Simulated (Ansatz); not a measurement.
# O on Hf(0001): change of the work function

Aim: the work function of Hf(0001) at several coverages of O (fcc site), and the dipole that each adsorbate carries.

Calculated with Ansatz 0.2.0; plane-wave DFT, PBE, Ansatz PAW.

## Step 1: Set-up

The cell holds 4 atoms: 4 Hf. Cell: a = 3.200 Å, b = 3.200 Å, c = 25.594 Å, α = 90.0°, β = 90.0°, γ = 60.0°. Vacuum lies along c.

## Step 2: The clean slab

The bare slab comes first, as the zero from which every change is counted. The two lowest layers are held at bulk places and the upper ones relax. The dipole correction removes the false field that a one-sided slab makes across the periodic vacuum, so each face gets a flat vacuum level of its own.

File input.yaml:

```yaml
crystal:
  lattice:
    - [3.2, 0.0, 0.0]
    - [1.6, 2.7712812921, 0.0]
    - [0.0, 0.0, 25.5936]
  atoms:
    - { symbol: Hf, position: [0.6666666667, 0.6666666667, 0.3516504126] }
    - { symbol: Hf, position: [0.0, 0.0, 0.4505501375] }
    - { symbol: Hf, position: [0.6666666667, 0.6666666667, 0.5494498625] }
    - { symbol: Hf, position: [0.0, 0.0, 0.6483495874] }
kpoints:
  mp_grid: { grid: [12, 12, 1] }
hamiltonian:
  xc: pbe
scf:
  occupations: { method: fermi_dirac, width: 0.1 }
  convergence: { dr2_threshold: 1.0e-08 }
efield:
  axis: 3
  dipole_correction: true
  ramp_position: 0.97
  ramp_width: 0.06
relax:
  f_tol: 0.02
  max_steps: 60
  constraints: [{ sites: [0, 1] }]
output:
  write_potential: true
  write_density: true
  volumetric_format: npy
```

Run with:

```console
> ansatz run input.yaml --threads 4 --pin off --max-ram 16384MiB --backend cpu --events-out ev --progress --plain --runs-dir out
```

Numbers of over 12 decimals in the logs are rounded to 6 here.

Log:

```text
Engine: ansatz 0.2.0, aarch64-unknown-linux-gnu
Pseudopotentials: kind: paw
Pseudopotential: Hf, paw, valence charge 26, recommended cutoff 420 eV (normal), Hf.paw.azcp
Functional definition: PBE
  parameter kappa = 0.804
  parameter beta = 0.066725
  exchange = pbe_x(kappa = kappa, mu = beta*pi^2/3)
  correlation = pbe_c(beta = beta)
Crystal: 4 atoms, lattice volume = 226.967 Å³
Basis set: ecut = 420 eV, 4501 PW (Γ), exchange–correlation on 48×48×360 points (8 copies of the dense FFT grid, shifted against one another)
Bands: 63, of which v1, the nominal top of the filled ones, is band 52 counted from 1 (51 counted from 0)
Symmetry: 6 space group operations
k-points: 19 of 144 (time reversal used)
Non-local potential: Hf, projectors of the file, l = 0: 3, l = 1: 2, l = 2: 2, l = 3: 3
PAW form: soft (Blöchl's): semilocal exchange-correlation on the pseudo side does not see the compensation charge
PAW one-centre angular grid: Hf, 590 points (default); XC on 64 Gauss nodes
Initial density: superposition of atomic densities (neutral atoms: chi_scale 0, normalization atom), corrected by the library's trained network
Initial wavefunctions: pseudopotential atomic-orbital guess
Functional: x = pbe(κ = 0.804, μ = 0.219515), c = pbe(β = 0.066725)
SCF iter   1: F=—  HF=-62883.574226 eV  |F-HF|=—  |Δ(HF+E_count)|=         —  Δρ=6.91e-3  dr2=2.48e0  ethr=1.77e-3  p=0.000 e·Å  D=2.71e-14 V/Å  ΔV_dip=-0.00 eV  dr2_dipole=5.25e-7  V_vac-E_F(+/−)=4.47/4.47 eV  ⟨swp⟩=5.7  Hψ=3956  notcnv=0
efield: sawtooth ramp at fractional position 0.9700 (set: `efield.ramp_position`, or a place that a band, a saddle search or an elastic batch's reference lends), width 0.0600; the density the first Hamiltonian is built on has a dipole p = 0.000 e·Å; the dipole correction subtracts the counter field D = 2.71e-14 V/Å, which shifts the + side's vacuum level by -0.00 eV against the − side's; the planar-averaged density in the ramp window peaks in size at 2.6e-5 e/Å³
preconditioner: auto → LDOS  [metal: Δε(μ)=0.011 eV  Ē_g=17.068 eV  σ=0.100 eV  W_gap=0.03  n_scr=60 (ndim 8)  ℏωp=24.1 eV  f_vac=0.553  D(μ)=6.26/eV (n_scr^D=18)  β→1.0]
SCF iter   2: F=—  HF=-62883.510508 eV  |F-HF|=—  |Δ(HF+E_count)|=   6.37e-2  Δρ=2.12e-3  dr2=5.30e-2  ethr=1.77e-3  p=-0.000 e·Å  D=-3.82e-6 V/Å  ΔV_dip=0.00 eV  dr2_dipole=6.74e-7  V_vac-E_F(+/−)=4.35/4.35 eV  ⟨swp⟩=2.1  Hψ=1531  notcnv=0  defer=7
SCF iter   3: F=—  HF=-62883.507725 eV  |F-HF|=—  |Δ(HF+E_count)|=   2.78e-3  Δρ=1.29e-3  dr2=1.82e-2  ethr=5.10e-5  p=0.000 e·Å  D=2.75e-6 V/Å  ΔV_dip=-0.00 eV  dr2_dipole=1.18e-7  V_vac-E_F(+/−)=4.38/4.38 eV  ⟨swp⟩=2.0  Hψ=2304  notcnv=0  defer=7
SCF iter   4: F=—  HF=-62883.506369 eV  |F-HF|=—  |Δ(HF+E_count)|=   1.36e-3  Δρ=3.13e-4  dr2=1.35e-3  ethr=1.75e-5  p=0.000 e·Å  D=1.63e-6 V/Å  ΔV_dip=-0.00 eV  dr2_dipole=2.62e-8  V_vac-E_F(+/−)=4.37/4.37 eV  ⟨swp⟩=1.8  Hψ=1505  notcnv=0  defer=7
SCF iter   5: F=—  HF=-62883.506572 eV  |F-HF|=—  |Δ(HF+E_count)|=   2.03e-4  Δρ=1.18e-4  dr2=3.29e-5  ethr=1.30e-6  p=0.000 e·Å  D=8.60e-7 V/Å  ΔV_dip=-0.00 eV  dr2_dipole=1.09e-8  V_vac-E_F(+/−)=4.36/4.36 eV  ⟨swp⟩=1.8  Hψ=1734  notcnv=0  defer=7
SCF iter   6: F=—  HF=-62883.506635 eV  |F-HF|=—  |Δ(HF+E_count)|=   6.25e-5  Δρ=4.63e-5  dr2=7.25e-6  ethr=3.16e-8  p=0.000 e·Å  D=5.85e-7 V/Å  ΔV_dip=-0.00 eV  dr2_dipole=1.50e-8  V_vac-E_F(+/−)=4.36/4.36 eV  ⟨swp⟩=2.2  Hψ=2138  notcnv=0  defer=7
SCF iter   7: F=—  HF=-62883.506507 eV  |F-HF|=—  |Δ(HF+E_count)|=   1.28e-4  Δρ=1.59e-5  dr2=7.03e-7  ethr=6.97e-9  p=0.000 e·Å  D=3.04e-7 V/Å  ΔV_dip=-0.00 eV  dr2_dipole=4.44e-9  V_vac-E_F(+/−)=4.36/4.36 eV  ⟨swp⟩=2.1  Hψ=2094  notcnv=0  defer=7
SCF iter   8: F=—  HF=-62883.506508 eV  |F-HF|=—  |Δ(HF+E_count)|=   1.20e-6  Δρ=6.71e-6  dr2=1.23e-7  ethr=6.76e-10  p=0.000 e·Å  D=2.14e-7 V/Å  ΔV_dip=-0.00 eV  dr2_dipole=8.43e-10  V_vac-E_F(+/−)=4.36/4.36 eV  ⟨swp⟩=2.1  Hψ=2112  notcnv=0  defer=7
SCF iter   9: F=—  HF=-62883.506508 eV  |F-HF|=—  |Δ(HF+E_count)|=   2.68e-7  Δρ=2.35e-6  dr2=1.92e-8  ethr=1.18e-10  p=0.000 e·Å  D=1.14e-7 V/Å  ΔV_dip=-0.00 eV  dr2_dipole=5.84e-13  V_vac-E_F(+/−)=4.36/4.36 eV  ⟨swp⟩=2.1  Hψ=2130  notcnv=0  defer=7
SCF iter  10: F=-62883.506508 eV  HF=-62883.506508 eV  |F-HF|=1.15e-8  |Δ(HF+E_count)|=   5.77e-8  Δρ=9.34e-7  dr2=3.59e-9  ethr=9.62e-12  p=0.000 e·Å  D=6.62e-8 V/Å  ΔV_dip=-0.00 eV  dr2_dipole=1.63e-14  V_vac-E_F(+/−)=4.36/4.36 eV  ⟨swp⟩=9.3  Hψ=8939  notcnv=0
SCF 1 converged in 10 iterations: F = -62883.506508 eV  dr2 = 3.59e-9
  greatest PAW one-centre occupation: 0.999 electrons in one spin orbital (limit 2), on the Hf atom at site 0 (counted from 0), in its partial waves of l = 0
relax step   1: F+E_penalty+E_count = -62883.50650814 eV  Δ(F+E_penalty+E_count) = +0.000e0 eV  max|allowed force component| = 8.192e-1 eV/Å  Δτ_max = 0.0000 Å  (10 SCF iters, accepted)
Initial density: handed on by an earlier stage of this run
Initial wavefunctions: those handed on with the density
SCF iter   1: F=—  HF=-62883.670944 eV  |F-HF|=—  |Δ(HF+E_count)|=         —  Δρ=9.48e-3  dr2=3.84e0  ethr=3.10e-3  p=0.000 e·Å  D=6.69e-8 V/Å  ΔV_dip=-0.00 eV  dr2_dipole=9.17e-1  V_vac-E_F(+/−)=4.38/4.38 eV  ⟨swp⟩=4.2  Hψ=2490  notcnv=0  defer=4
efield: sawtooth ramp at fractional position 0.9700 (set: `efield.ramp_position`, or a place that a band, a saddle search or an elastic batch's reference lends), width 0.0600; the density the first Hamiltonian is built on has a dipole p = 0.000 e·Å; the dipole correction subtracts the counter field D = 6.69e-8 V/Å, which shifts the + side's vacuum level by -0.00 eV against the − side's; the planar-averaged density in the ramp window peaks in size at 1.4e-7 e/Å³
preconditioner: auto → LDOS  [metal: Δε(μ)=0.008 eV  Ē_g=17.092 eV  σ=0.100 eV  W_gap=0.02  n_scr=60 (ndim 8)  ℏωp=24.1 eV  f_vac=0.557  D(μ)=5.33/eV (n_scr^D=16)  β→1.0]
SCF iter   2: F=—  HF=-62883.538307 eV  |F-HF|=—  |Δ(HF+E_count)|=   1.33e-1  Δρ=5.98e-3  dr2=4.50e-1  ethr=3.10e-3  p=0.009 e·Å  D=7.20e-3 V/Å  ΔV_dip=-0.18 eV  dr2_dipole=3.63e-2  V_vac-E_F(+/−)=4.18/4.36 eV  ⟨swp⟩=2.5  Hψ=1712  notcnv=0  defer=10
SCF iter   3: F=—  HF=-62883.508575 eV  |F-HF|=—  |Δ(HF+E_count)|=   2.97e-2  Δρ=2.78e-3  dr2=4.73e-2  ethr=4.33e-4  p=0.006 e·Å  D=4.46e-3 V/Å  ΔV_dip=-0.11 eV  dr2_dipole=3.42e-5  V_vac-E_F(+/−)=4.27/4.38 eV  ⟨swp⟩=3.0  Hψ=2355  notcnv=0  defer=10
[...]
SCF iter   7: F=—  HF=-62883.565811 eV  |F-HF|=—  |Δ(HF+E_count)|=   1.34e-5  Δρ=1.74e-5  dr2=7.22e-7  ethr=1.52e-8  p=0.002 e·Å  D=1.44e-3 V/Å  ΔV_dip=-0.04 eV  dr2_dipole=8.31e-8  V_vac-E_F(+/−)=4.34/4.38 eV  ⟨swp⟩=2.1  Hψ=2209  notcnv=0  defer=8
SCF iter   8: F=—  HF=-62883.565680 eV  |F-HF|=—  |Δ(HF+E_count)|=   1.31e-4  Δρ=6.75e-6  dr2=4.18e-7  ethr=6.94e-10  p=0.002 e·Å  D=1.36e-3 V/Å  ΔV_dip=-0.03 eV  dr2_dipole=1.31e-7  V_vac-E_F(+/−)=4.34/4.38 eV  ⟨swp⟩=2.2  Hψ=2159  notcnv=0  defer=8
SCF iter   9: F=—  HF=-62883.565680 eV  |F-HF|=—  |Δ(HF+E_count)|=   1.20e-7  Δρ=2.37e-6  dr2=6.91e-8  ethr=4.02e-10  p=0.002 e·Å  D=1.34e-3 V/Å  ΔV_dip=-0.03 eV  dr2_dipole=2.14e-8  V_vac-E_F(+/−)=4.34/4.38 eV  ⟨swp⟩=2.3  Hψ=1597  notcnv=0  defer=8
SCF iter  10: F=—  HF=-62883.565680 eV  |F-HF|=—  |Δ(HF+E_count)|=   2.58e-8  Δρ=9.34e-7  dr2=2.07e-8  ethr=6.65e-11  p=0.002 e·Å  D=1.33e-3 V/Å  ΔV_dip=-0.03 eV  dr2_dipole=7.53e-9  V_vac-E_F(+/−)=4.34/4.38 eV  ⟨swp⟩=2.1  Hψ=1661  notcnv=0  defer=8
SCF iter  11: F=-62883.565680 eV  HF=-62883.565680 eV  |F-HF|=6.04e-10  |Δ(HF+E_count)|=   3.33e-9  Δρ=3.50e-7  dr2=1.41e-9  ethr=9.62e-12  p=0.002 e·Å  D=1.32e-3 V/Å  ΔV_dip=-0.03 eV  dr2_dipole=2.22e-10  V_vac-E_F(+/−)=4.34/4.38 eV  ⟨swp⟩=9.9  Hψ=9097  notcnv=0
SCF 3 converged in 11 iterations: F = -62883.565680 eV  dr2 = 1.41e-9
relax step   3: F+E_penalty+E_count = -62883.56567999 eV  Δ(F+E_penalty+E_count) = -5.917e-2 eV  max|allowed force component| = 1.717e-1 eV/Å  Δτ_max = 0.0893 Å  (11 SCF iters, accepted)
[...]
relax step   4: F+E_penalty+E_count = -62883.56763627 eV  Δ(F+E_penalty+E_count) = -1.956e-3 eV  max|allowed force component| = 4.706e-2 eV/Å  Δτ_max = 0.0184 Å  (8 SCF iters, accepted)
SCF iter   1: F=—  HF=-62883.568121 eV  |F-HF|=—  |Δ(HF+E_count)|=         —  Δρ=3.45e-4  dr2=2.61e-3  ethr=5.67e-5  p=0.003 e·Å  D=2.04e-3 V/Å  ΔV_dip=-0.05 eV  dr2_dipole=3.65e-5  V_vac-E_F(+/−)=4.33/4.38 eV  ⟨swp⟩=2.0  Hψ=1658  notcnv=0  defer=9
efield: sawtooth ramp at fractional position 0.9700 (set: `efield.ramp_position`, or a place that a band, a saddle search or an elastic batch's reference lends), width 0.0600; the density the first Hamiltonian is built on has a dipole p = 0.003 e·Å; the dipole correction subtracts the counter field D = 2.04e-3 V/Å, which shifts the + side's vacuum level by -0.05 eV against the − side's; the planar-averaged density in the ramp window peaks in size at 1.6e-7 e/Å³
preconditioner: auto → LDOS  [metal: Δε(μ)=0.009 eV  Ē_g=17.042 eV  σ=0.100 eV  W_gap=0.02  n_scr=60 (ndim 8)  ℏωp=24.1 eV  f_vac=0.554  D(μ)=6.18/eV (n_scr^D=18)  β→1.0]
SCF iter   2: F=—  HF=-62883.567986 eV  |F-HF|=—  |Δ(HF+E_count)|=   1.35e-4  Δρ=1.79e-4  dr2=3.66e-4  ethr=2.51e-6  p=0.002 e·Å  D=1.74e-3 V/Å  ΔV_dip=-0.04 eV  dr2_dipole=1.22e-5  V_vac-E_F(+/−)=4.34/4.38 eV  ⟨swp⟩=2.0  Hψ=1515  notcnv=0  defer=9
SCF iter   3: F=—  HF=-62883.567979 eV  |F-HF|=—  |Δ(HF+E_count)|=   6.78e-6  Δρ=8.58e-5  dr2=3.94e-5  ethr=3.52e-7  p=0.002 e·Å  D=1.86e-3 V/Å  ΔV_dip=-0.05 eV  dr2_dipole=3.69e-8  V_vac-E_F(+/−)=4.33/4.38 eV  ⟨swp⟩=2.0  Hψ=2093  notcnv=0  defer=9
SCF iter   4: F=—  HF=-62883.567968 eV  |F-HF|=—  |Δ(HF+E_count)|=   1.06e-5  Δρ=2.41e-5  dr2=7.73e-6  ethr=3.79e-8  p=0.002 e·Å  D=1.84e-3 V/Å  ΔV_dip=-0.05 eV  dr2_dipole=2.66e-6  V_vac-E_F(+/−)=4.33/4.38 eV  ⟨swp⟩=2.0  Hψ=2095  notcnv=0  defer=9
SCF iter   5: F=—  HF=-62883.567835 eV  |F-HF|=—  |Δ(HF+E_count)|=   1.34e-4  Δρ=9.26e-6  dr2=2.80e-7  ethr=7.43e-9  p=0.002 e·Å  D=1.84e-3 V/Å  ΔV_dip=-0.05 eV  dr2_dipole=1.45e-9  V_vac-E_F(+/−)=4.33/4.38 eV  ⟨swp⟩=2.0  Hψ=1657  notcnv=0  defer=9
SCF iter   6: F=—  HF=-62883.567835 eV  |F-HF|=—  |Δ(HF+E_count)|=   7.86e-8  Δρ=3.23e-6  dr2=5.28e-8  ethr=2.69e-10  p=0.002 e·Å  D=1.85e-3 V/Å  ΔV_dip=-0.05 eV  dr2_dipole=4.33e-9  V_vac-E_F(+/−)=4.33/4.38 eV  ⟨swp⟩=2.0  Hψ=2116  notcnv=0  defer=9
SCF iter   7: F=—  HF=-62883.567835 eV  |F-HF|=—  |Δ(HF+E_count)|=   3.60e-8  Δρ=1.30e-6  dr2=1.03e-8  ethr=9.62e-12  p=0.002 e·Å  D=1.86e-3 V/Å  ΔV_dip=-0.05 eV  dr2_dipole=3.98e-10  V_vac-E_F(+/−)=4.33/4.38 eV  ⟨swp⟩=10.3  Hψ=9590  notcnv=0
SCF iter   8: F=-62883.567835 eV  HF=-62883.567835 eV  |F-HF|=1.02e-10  |Δ(HF+E_count)|=   6.85e-9  Δρ=5.24e-7  dr2=1.68e-9  ethr=9.62e-12  p=0.002 e·Å  D=1.86e-3 V/Å  ΔV_dip=-0.05 eV  dr2_dipole=5.30e-10  V_vac-E_F(+/−)=4.33/4.38 eV  ⟨swp⟩=9.7  Hψ=8496  notcnv=0
SCF 5 converged in 8 iterations: F = -62883.567835 eV  dr2 = 1.68e-9
relax step   5: F+E_penalty+E_count = -62883.56783470 eV  Δ(F+E_penalty+E_count) = -1.984e-4 eV  max|allowed force component| = 1.704e-3 eV/Å  Δτ_max = 0.0094 Å  (8 SCF iters, accepted)
NSCF: frozen V_eff on 19 k-points
the band table was solved once a step of the walk had ended and its energy, with any forces and stress, was formed, with the checks that follow a solve (5243 applications of the Hamiltonian). They found nothing against the state; the energy, forces and stress were not computed again (output.eigenvalues in the input reference)
WARN: The output density's exchange-correlation potential varies sharply where the density is thin. Do not read a vacuum level from v_tot or v_xc, or from such a field of the output density. On a cell that repeats whose density bears no net charge and no dipole along the vacuum's axis use v_es (v_loc + v_h of the components); under efield.dipole_correction with no amplitude use v_es + v_field, which holds any externa [...]
SCF converged after 8 iterations
Free energy (F): -62883.567835 eV
Harris-Foulkes:  -62883.567835 eV  (|F-HF|=1.02e-10)
Internal energy: -62883.372085 eV  (E = F + TS)
E sigma→0 (E₀):  -62883.469960 eV
Entropy (-TS):   -0.195750 eV (-48.937 meV/atom)
Fermi energy:    5.322127 eV
Dipole field:    D = 0.001891 V/Å  (p = 0.002372 e·Å, saw-weighted, corrected)
Work function:   Φ+ = 4.3323 eV   Φ− = 4.3807 eV
Levels:          The Fermi level and band energies are counted from a zero that moves with the ramp; work functions are not
--- Per-component energies (eV) ---
  E_band       = -1375.554870
  E_kinetic    = 1692.852930
  E_local      = -198039.675028  (includes V_loc(G=0)·N_el)
  E_nonlocal   = -4977.793767
  E_hartree    = 97660.536950
  E_xc         = -1197.750380
  E_vxc        = -1061.044367  (∫ρ·V_xc dr)
  E_paw        = -27710.418740  (= ΣΔE_a)
  E_vpaw       = 5689.037660  (= ΣTr[D̂ρ^β])
  E_aug_tail   = -0.000005  (compensation charges beyond the density's cutoff)
  E_efield     = 0.000002  (sawtooth field / dipole correction)
  E_vefield    = -0.003193  (∫n·V_field dr)
  E_ewald      = 69688.875953
  E_smearing   = -0.195750  (= −TS)
  E_closure    = 0.000000  (closes the sum)
  Σ components = -62883.567835   (vs F -62883.567835, Δ=0.00e0)
--- Forces (eV/Å), atoms counted from 1 ---
  atom   1  Hf    -0.00000000     0.00000000     0.66028495
  atom   2  Hf     0.00000000    -0.00000000    -0.65727882
  atom   3  Hf     0.00000000     0.00000000    -0.00130315
  atom   4  Hf    -0.00000000    -0.00000000    -0.00170415
  max |Σ_I F_I| component: 1.17e-6 eV/Å
--- Band table (eV; the first three rows and the last of 19) ---
  k-point 0: bands = [... 48 lower, 5.0697, 5.3423, 5.7534, 6.0479, 6.3967, 6.3967, 6.4979, 6.4979, ... 7 higher]
  k-point 1: bands = [... 48 lower, 4.9871, 5.2870, 5.5948, 5.9285, 6.2135, 6.2357, 6.5548, 6.5574, ... 7 higher]
  k-point 2: bands = [... 48 lower, 4.6880, 4.9972, 5.1933, 5.5914, 5.7265, 5.9912, 6.3752, 6.6642, ... 7 higher]
  k-point 18: bands = [... 48 lower, 4.0352, 4.2042, 4.2896, 5.2805, 5.3081, 5.4817, 5.5196, 5.7372, ... 7 higher]
--- Relaxed structure (5 steps of the walk, 4 accepted, 0 SCFs on fresh bases) ---
  F+E_penalty+E_count = -62883.56783470 eV   max|allowed force component| = 1.704e-3 eV/Å
  atoms:
    - { symbol: Hf, position: [0.666667, 0.666667, 0.3516504126] }
    - { symbol: Hf, position: [0.0, 0.0, 0.4505501375] }
    - { symbol: Hf, position: [0.666667, 0.666667, 0.553686] }
    - { symbol: Hf, position: [0, 0, 0.646654] }
```

Elapsed: 27 s, on 4 threads of Arm Neoverse V2, shared host; peak memory 0.71 GiB; 1.7 min of CPU time.

Step by step:

```csv
step,energy less that of the first step (eV),largest force component (eV/Å)
1,0.0000,0.8192
2,0.0064,1.1135
3,-0.0592,0.1717
4,-0.0611,0.0471
5,-0.0613,0.0017
```

Relaxation step 2 was tried and not accepted.

The run keeps the 6 symmetry operations that it works with, so distortions that break them were not tested.

The atoms that moved most (Å):

```csv
atom,dx,dy,dz,length
Hf3,0.000,0.000,0.108,0.108
Hf4,0.000,0.000,-0.043,0.043
```

Numbers from this step:

```yaml
energy_at_zero_smearing: -62883.4700 eV
work_function_upper_face: 4.332 eV
work_function_lower_face: 4.381 eV
dipole_along_the_normal: 0.002372 e·Å
step_between_the_vacuum_levels: -0.04840 eV
```

Running mean over 2.5312 Å of the planar mean; the ramp of the sawtooth is left out. The electron's electrostatic potential energy less the Fermi level by z:

z (Å), electron's electrostatic potential energy less the Fermi level (eV) and a bar from the least value:
```
        3       4.38 ##############################
        4       4.38 ##############################
        5       4.35 ##############################
        6       4.13 #############################
        7       2.31 #########################
        8      -4.04 ##########
        9      -7.41 ##
       10      -7.30 ##
       11      -7.26 ##
       12      -7.07 ##
       13      -6.68 ###
       14      -7.23 ##
       15      -8.07 
       16      -7.96 
       17      -6.75 ###
       18      -0.94 #################
       19       3.51 ############################
       20       4.24 ##############################
       21       4.32 ##############################
       22       4.33 ##############################
```

The relaxation took 5 steps and lowered the energy by 0.061 eV; the largest force on the free atoms ends at 0.0017 eV/Å.

The work function of the upper face is 4.33 eV.

(Continued in part 2 of 4.)

[Logs are printed without paths, hosts, clocks, repeated set-up lines and the standing remarks that a program may print on its own settings, such as how far it seeks lower states.]

[Hosts, paths, dates, database ids (printed as entryN), source tags and the programs' standing remarks are cut or masked in the printed files.]

[Maps of the electrostatic potential energy from Ansatz leave out the sawtooth potential of an applied field or a dipole correction, so their vacuum need not be flat; planar profiles and work functions include it.]
